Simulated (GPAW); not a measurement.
**LiF (Fm-3m): refractive index against wavelength**

The refractive index of LiF (Fm-3m) below the direct gap (8.78 eV on the mesh) is read from one computed spectrum, n = √(Re ε).

Cell: a, b, c = 2.848, 2.848, 2.848 Å (primitive vectors), 2 atoms.

Method: GPAW 26.7.0, LDA, RPA, k-mesh 16×16×16, local fields up to 80 eV, Lorentzian half width 0.1 eV.

Launch of the response step: `OMP_NUM_THREADS=1 python df.py`. The run took 20 s, its band step included, on 1 thread of Arm Neoverse V1, with other jobs on the host.

| wavelength (nm) | photon energy E (eV) | n |
| --- | --- | --- |
| 532 | 2.331 | 1.4189 |
| 450 | 2.755 | 1.4229 |
| 405 | 3.061 | 1.4262 |
| 365 | 3.397 | 1.4304 |
| 308 | 4.025 | 1.4399 |
| 266 | 4.661 | 1.4521 |
| 248 | 4.999 | ? |

In the single-oscillator model n² − 1 = E₀E_d/(E₀² − E²), so 1/(n² − 1) = E₀/E_d − E²/(E₀E_d) is linear in E².

Working, on the rows shown:

| x = E² (eV²) | y = 1/(n² − 1) |
| --- | --- |
| 5.43137 | 0.986897 |
| 7.59115 | 0.975948 |
| 9.37179 | 0.967075 |
| 11.5384 | 0.955983 |
| 16.2043 | 0.931696 |
| 21.7255 | 0.902043 |

Means: x̄ = 11.977, ȳ = 0.95327. Σ(x − x̄)(y − ȳ) = -0.9473, Σ(x − x̄)² = 182. Slope = -0.9473 / 182 = -0.005206; intercept = ȳ − slope · x̄ = 1.0156. Turned back into n, the line misses the rows shown by at most 0.0002.

Question: Fill in the last column of the withheld row.

Answer: At x = 24.994 the line gives y = 0.88551, that is 1.4592. The run gave 1.4598, so the extrapolation is off by 0.00059, 1.4 % of the range in the table.

Refitted with all rows, the slope is -0.005252 and the intercept 1.0161. These give E₀ = √(intercept/−slope) = 13.91 eV and E_d = E₀/intercept = 13.7 eV; E₀ is 1.6 times the direct gap. The electronic limit at long wavelengths, without lattice vibrations, is n = √(1 + 1/intercept) = 1.409. Excitons are left out; LDA gaps are as a rule too small. The values come from a sum over the points of one k-mesh and carry its error, which grows as the direct gap shrinks. This version of GPAW has incomplete matrix elements in the optical limit, which can lower ε − 1 by up to a tenth where first-row anions or d states rule. The local-field cutoff holds few shells of reciprocal vectors for this small cell, so ε∞ can read a few per cent high.
